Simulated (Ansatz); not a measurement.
# Tc of BaNi2P2 (I4/mmm) from its phonons, part 2 of 2

What Tc do the phonons of BaNi2P2 (I4/mmm) give, and how does it depend on μ*? The cell shown first is a relaxed one, from steps not shown here.

Ansatz 0.2.0; DFT PBEsol, scalar-relativistic, plane waves, PAW.

So far, highest frequency, solved or plainly interpolated (cm⁻¹): step 2 (resistivity: q 3×3×3, k 9×9×9, scattering 16×16×16) 343.

### Step 3. Electron–phonon run: q 4×4×4, k 12×12×12, scattering 20×20×20

The next rung changes the q mesh, which sets the reach of the force constants and couplings; the k mesh of the density and its response; the scattering mesh, which samples the Fermi surface.

The input, input.yaml:

```yaml
crystal:
  lattice:
    - [-1.9287590259, 1.9287590259, 5.9306970377]
    - [1.9287590259, -1.9287590259, 5.9306970377]
    - [1.9287590259, 1.9287590259, -5.9306970377]
  atoms:
    - { symbol: Ba, position: [0.0, 0.0, 0.0] }
    - { symbol: Ni, position: [0.75, 0.25, 0.5] }
    - { symbol: Ni, position: [0.25, 0.75, 0.5] }
    - { symbol: P, position: [0.6568529505, 0.6568529505, 0.0] }
    - { symbol: P, position: [0.3431470495, 0.3431470495, 0.0] }
kpoints:
  mp_grid: { grid: [12, 12, 12] }
hamiltonian:
  xc: pbesol
scf:
  occupations: { method: methfessel_paxton, width: 0.2 }
output:
  eigenvalues: true
phonons:
  method: dfpt
  qmesh: [4, 4, 4]
  temperatures: { t_max: 1000, t_step: 50 }
  qpath:
    path:
      - [0.0, 0.0, 0.0]
      - [0.0, 0.0, 0.5]
      - [0.25, 0.25, 0.25]
      - [0.0, 0.5, 0.0]
      - [0.0, 0.0, 0.0]
      - [0.5, 0.5, -0.5]
    npoints: 6
  electrical_resistivity:
    mesh: [20, 20, 20]
    temperatures: [20.0, 50.0, 80.0, 100.0, 150.0, 200.0, 273.0, 300.0, 400.0, 500.0, 600.0, 800.0]
  superconductivity: { mesh: [20, 20, 20] }
```

The run is started by

```sh
ansatz run input.yaml --threads 16 --pin off --max-ram 61440MiB --backend cuda --events-out ev --progress --plain --runs-dir out
```

Numbers of over 12 decimals in the logs are rounded to 6 here.

The log of the run:

```text
[...]
Crystal: 5 atoms, lattice volume = 88.251 Å³
Basis set: ecut = 420 eV, 1719 PW (Γ), exchange–correlation on 90×90×90 points (8 copies of the dense FFT grid, shifted against one another)
Bands: 34, of which v1, the nominal top of the filled ones, is band 28 counted from 1 (27 counted from 0)
Symmetry: 16 space group operations
k-points: 163 of 1728
[...]
SCF iter   1: F=—  HF=-18956.938755 eV  |F-HF|=—  |Δ(HF+E_count)|=         —  Δρ=1.20e-2  dr2=7.29e-2  ethr=1.77e-3  ⟨swp⟩=8.0  Hψ=27452  notcnv=0
[...]
SCF iter   2: F=—  HF=-18956.927159 eV  |F-HF|=—  |Δ(HF+E_count)|=   1.16e-2  S|Δr|=    0.00e0  Δρ=2.43e-3  dr2=4.40e-3  ethr=1.30e-4  ⟨swp⟩=2.0  Hψ=11297  notcnv=0
[...]
SCF iter  11: F=-18956.926261 eV  HF=-18956.926261 eV  |F-HF|=0.00e0  |Δ(HF+E_count)|=  2.55e-11  S|Δr|=    0.00e0  Δρ=6.62e-8  dr2=7.22e-12  ethr=1.00e-12  ⟨swp⟩=11.6  Hψ=47696  notcnv=0
SCF 1 converged in 11 iterations: F = -18956.926261 eV  dr2 = 7.22e-12
[...]
SCF iter   1: F=—  HF=-18956.926085 eV  |F-HF|=—  |Δ(HF+E_count)|=         —  Δρ=1.23e-7  dr2=1.33e-11  ethr=3.40e-8  ⟨swp⟩=5.0  Hψ=50855  notcnv=0
[...]
SCF 2 converged in 3 iterations: F = -18956.926261 eV  dr2 = 5.08e-12
[...]
SCF 3 converged in 11 iterations: F = -18956.926261 eV  dr2 = 7.25e-12
[...]
SCF converged after 11 iterations
[...]
vibrations of 64 cells: unjudged by the run; compare a larger repeat
[...]
--- Superconductivity: potentials and phonons of a 4×4×4 supercell ---
           mesh         λ    ħω_log (meV)  μ* declared at (meV)
       20×20×20    0.6205          15.692               21.271
       10×10×10    0.6017          15.762               21.342
          5×5×5    0.6259          16.059               21.785
  λ by the species' shares of the modes' patterns: Ba 0.1478, Ni 0.2847, P 0.1881
[...]
0.08      5.563         5.772         5.246         5.248         5.477         5.475          5.475
      0.10      4.600         4.756         4.222         4.224         4.452         4.451          4.450
      0.12      3.718         3.832         3.324         3.326         3.550         3.549          3.549
      0.13      3.308         3.406         2.923         2.924         3.145         3.144          3.144
      0.14      2.922         3.004         2.553         2.553         2.771         2.770          2.770
      0.16      2.221         2.279         1.905         1.904         2.111         2.109          2.110
      0.20      1.124         1.149         0.954         0.950         1.124         1.121          1.122
[...]
vibrations of 64 cells: unjudged by the run; compare a larger repeat
[...]
```

The job ended after 5.4 min (1 × NVIDIA GB200 with 16 threads of Arm Neoverse V2, shared host; peak memory 18 GiB; 37 min of CPU time).

Numbers from this step:

* zero-point energy: 0.1822 eV/cell
* highest frequency, solved or plainly interpolated: 342.1 cm⁻¹
* mean sound speed: 3.053 km/s
* Debye temperature elastic: 349 K
* resistivity at 300 K: 33.44 μΩ cm, mean of the axes
* coupling constant λ: 0.6205
* density of states at the Fermi level: 1.776 states/eV a spin and cell
* log mean phonon energy ħω_log: 15.69 meV
* transport coupling constant λ_tr: 0.7066, 0.7066, 0.6496 (xx, yy, zz)
* Drude plasma energy: 5.573, 5.573, 3.82 eV (xx, yy, zz)
* resistivity times mean free path: 7.95, 7.95, 18.55 × 10⁻¹⁶ Ω m² (xx, yy, zz)
* second-moment phonon energy ħω₂: 21.27 meV

Transition temperatures:

```
  μ*  McMillan Tc (K)  Allen–Dynes Tc (K)  isotropic Fermi-surface Tc (K)  isotropic full bandwidth Tc (K)  anisotropic Fermi-surface Tc (K)  anisotropic full bandwidth Tc (K)  anisotropic narrow window Tc (K)
0.08             5.56                5.77                            5.25                             5.25                              5.48                               5.47                              5.47
 0.1              4.6                4.76                            4.22                             4.22                              4.45                               4.45                              4.45
0.12             3.72                3.83                            3.32                             3.33                              3.55                               3.55                              3.55
0.13             3.31                3.41                            2.92                             2.92                              3.15                               3.14                              3.14
0.14             2.92                   3                            2.55                             2.55                              2.77                               2.77                              2.77
0.16             2.22                2.28                            1.91                              1.9                              2.11                               2.11                              2.11
 0.2             1.12                1.15                           0.954                             0.95                              1.12                               1.12                              1.12
```

The Eliashberg function α²F by phonon energy; read off at these points:

```
phonon energy (meV)     α²F  α²F tr
                0.2       0       0
                1.2  1.0e-4       0
                2.5  0.0013  6.0e-4
                3.5  0.0029   0.002
                4.8  0.0065  0.0053
                5.8  0.0116  0.0098
                7.1  0.0344  0.0317
                8.1  0.0946  0.0977
                9.1   0.174   0.219
               10.4   0.249   0.311
               11.4   0.175   0.217
               12.8   0.284   0.308
               13.8   0.472   0.486
               14.1   0.475   0.506
               14.7   0.479   0.529
               15.1   0.476   0.542
               16.1   0.326   0.361
               17.1   0.128   0.139
               18.4   0.177   0.187
               19.4  0.0458  0.0587
               20.7  0.0478   0.063
               21.7  0.0423  0.0531
               23.0   0.147   0.145
               24.0       0       0
               25.4       0       0
               26.3       0       0
               27.3       0       0
               28.7       0       0
               29.7       0       0
               31.0       0       0
               32.0       0       0
               33.3       0       0
               34.3       0       0
               35.3       0       0
               36.6   0.400   0.481
               37.3   0.568   0.683
               37.6   0.361   0.424
               38.9  0.0747  0.0538
               39.9   0.406   0.405
               40.3   0.551   0.544
               41.3   0.505   0.476
               41.6   0.676   0.659
               42.3   0.416   0.273
```

The Eliashberg function α²F has structure finer than the step of the table below, so its rows give means over 2 meV, whole bins alone (the curve runs from 0.166 to 42.3 meV). Peaks (meV: height): α²F 14.7: 0.479, 37.3: 0.568, 40.3: 0.551, 41.6: 0.676; Ba 9.8: 0.272, 14.7: 0.0805; Ni 13.1: 0.292, 14.1: 0.312, 15.1: 0.293, 22.7: 0.227; P 15.1: 0.117, 37.3: 0.411, 40.3: 0.470, 41.6: 0.546.

Table of Eliashberg function α²F by phonon energy; means over each step:

```
phonon energy (meV)      α²F       Ba       Ni        P
                  2   8.5e-4   3.8e-4   3.0e-4   1.6e-4
                  4  0.00424  0.00204  0.00143   7.6e-4
                  6   0.0150  0.00852  0.00424  0.00225
                  8   0.0799   0.0566   0.0155  0.00787
                 10    0.268    0.169   0.0685   0.0297
                 12    0.211   0.0494    0.119   0.0427
                 14    0.438   0.0534    0.281    0.103
                 16    0.317   0.0385    0.196   0.0831
                 18    0.139  0.00652   0.0921   0.0405
                 20   0.0476   3.7e-4   0.0400  0.00728
                 22   0.0972   4.0e-4   0.0918  0.00499
                 24   0.0221   5.4e-5   0.0216   4.3e-4
                 26        0        0        0        0
                 28        0        0        0        0
                 30        0        0        0        0
                 32        0        0        0        0
                 34        0        0        0        0
                 36    0.246   6.6e-5   0.0727    0.173
                 38    0.256   4.4e-4   0.0671    0.189
                 40    0.309   4.5e-4   0.0493    0.259
```

Anisotropic full-bandwidth solution, weighted at the Fermi level. Gaps:

```
 mu*  T (K)  mean gap (meV)  5 % (meV)  95 % (meV)  mean Z
 0.1   1.11           0.672      0.526       0.798    1.61
 0.1   2.23           0.642      0.502       0.762    1.61
 0.1   3.34            0.52      0.405       0.616    1.61
 0.1   4.01           0.352      0.274       0.418    1.62
0.13  0.786           0.468      0.352       0.564    1.61
0.13   1.57           0.446      0.336       0.537    1.62
0.13   2.36            0.36       0.27       0.435    1.62
0.13   2.83           0.244      0.183       0.295    1.62
0.16  0.527           0.309      0.222        0.38    1.62
0.16   1.05           0.294      0.211       0.363    1.62
0.16   1.58           0.237       0.17       0.293    1.62
0.16    1.9            0.16      0.114       0.199    1.62
```

The dTc/da2F by phonon energy:

```
phonon energy (meV)  dTc/da2F (K/meV)
                  1                 -
                  2              5.23
                  3              5.12
                  4              4.79
                  5              4.44
                  6              4.11
                  7              3.81
                  8              3.55
                  9              3.32
                 10              3.11
                 11              2.93
                 12              2.76
                 13              2.61
                 14              2.47
                 15              2.35
                 16              2.24
                 17              2.13
                 18              2.04
                 19              1.94
                 20              1.86
                 21              1.78
                 22              1.71
                 23              1.65
                 24              1.59
                 25              1.53
                 26              1.47
                 27              1.42
                 28              1.38
                 29              1.33
                 30              1.29
                 31              1.25
                 32              1.21
                 33              1.17
                 34              1.14
                 35              1.10
                 36              1.07
                 37              1.04
                 38              1.02
                 39             0.986
                 40             0.960
                 41             0.935
                 42             0.912
```

Share of the Fermi-level states against lambda of a state:

```
lambda of a state  share of the Fermi-level states
            0.470                           0.0243
            0.487                           0.0387
            0.505                           0.0458
            0.522                            0.062
            0.540                           0.0669
            0.557                           0.0585
            0.575                            0.032
            0.592                           0.0598
            0.610                           0.0805
            0.627                           0.0682
            0.644                            0.118
            0.662                           0.0728
            0.679                           0.0571
            0.697                           0.0634
            0.714                           0.0462
            0.732                           0.0331
            0.749                           0.0275
            0.767                           0.0198
            0.784                           0.0023
            0.802                           0.0081
            0.819                            0.006
            0.837                           0.0046
            0.854                           0.0018
            0.872                           0.0022
```

### Step 4. What came out

| Property | Result |
| --- | --- |
| meshes | q 4×4×4, k 12×12×12, scattering 20×20×20 |
| coupling constant λ | 0.621 |
| log mean phonon energy ħω_log | 15.7 meV |
| Allen–Dynes Tc at μ* = 0.1 | 4.76 K |
| Allen–Dynes Tc at μ* = 0.13 | 3.41 K |
| anisotropic Eliashberg Tc at μ* = 0.1 | 4.45 K |
| anisotropic Eliashberg Tc at μ* = 0.13 | 3.14 K |

In the last run (PBEsol, q 4×4×4, k 12×12×12, scattering 20×20×20), with λ = 0.62 and ħω_log = 15.7 meV, Tc at μ* = 0.13 is 3.3 K by McMillan's formula, 3.4 K by Allen and Dynes's and 3.1 K by the anisotropic Eliashberg equations. Allen and Dynes's formula meets the measured 3 K at μ* near 0.14. Raising μ* from 0.10 to 0.16 lowers the Allen–Dynes value from 4.8 to 2.3 K. The mean gap at a quarter of Tc gives 2Δ/k_B Tc = 3.46, against 3.53 in weak-coupling theory. The gap spreads from 0.35 to 0.56 meV over nine tenths of the Fermi surface. By the run's own test λ is not converged in the fine mesh: it moves by 3 % between the two finest. The run's transport test calls it not converged in the mesh; ρ(300 K) moves by 4 % in the component that moves most. λ of these runs moves by 3 to 4 % between their two finest meshes, and Tc by more, so small gaps between the runs or to the measured value rank nothing. The runs are not spin-polarised; where the real material orders magnetically, these values do not describe it. Over the runs, λ takes the values 0.605 and 0.621, in the order shown. μ* is a typed number, phonons are harmonic, and spin fluctuations are left out; at μ* = 0.13 McMillan's formula turns 1 % in λ into about 3.5 % in Tc.

Comparison with the measured values:

| quantity | measured | Allen–Dynes, PBEsol, q 3×3×3, fine 16×16×16 | Eliashberg, PBEsol, q 3×3×3, fine 16×16×16 | Allen–Dynes, PBEsol, q 4×4×4, fine 20×20×20 | Eliashberg, PBEsol, q 4×4×4, fine 20×20×20 |
| --- | --- | --- | --- | --- | --- |
| superconducting transition temperature (μ* = 0.13) (kelvin) | 3 | 3.12 (+4.0 %) | 2.87 (-4.3 %) | 3.41 (+13.7 %) | 3.14 (+4.7 %) |

Measured values from arxiv:1112.1864 (2011).

How well it matches: For the superconducting transition temperature, of the levels listed nearest comes Allen–Dynes, PBEsol, q 3×3×3, fine 16×16×16 (+4.0 %) and farthest Allen–Dynes, PBEsol, q 4×4×4, fine 20×20×20 (+13.7 %). The magnetic state of these runs (no moments) need not be that of the sample, so the match is not graded. Limits of convergence are named above.

[Logs are printed without paths, hosts, clocks, repeated set-up lines and the standing remarks that a program may print on its own settings, such as how far it seeks lower states.]

[Hosts, paths, dates, database ids (printed as entryN), source tags and the programs' standing remarks are cut or masked in the printed files.]
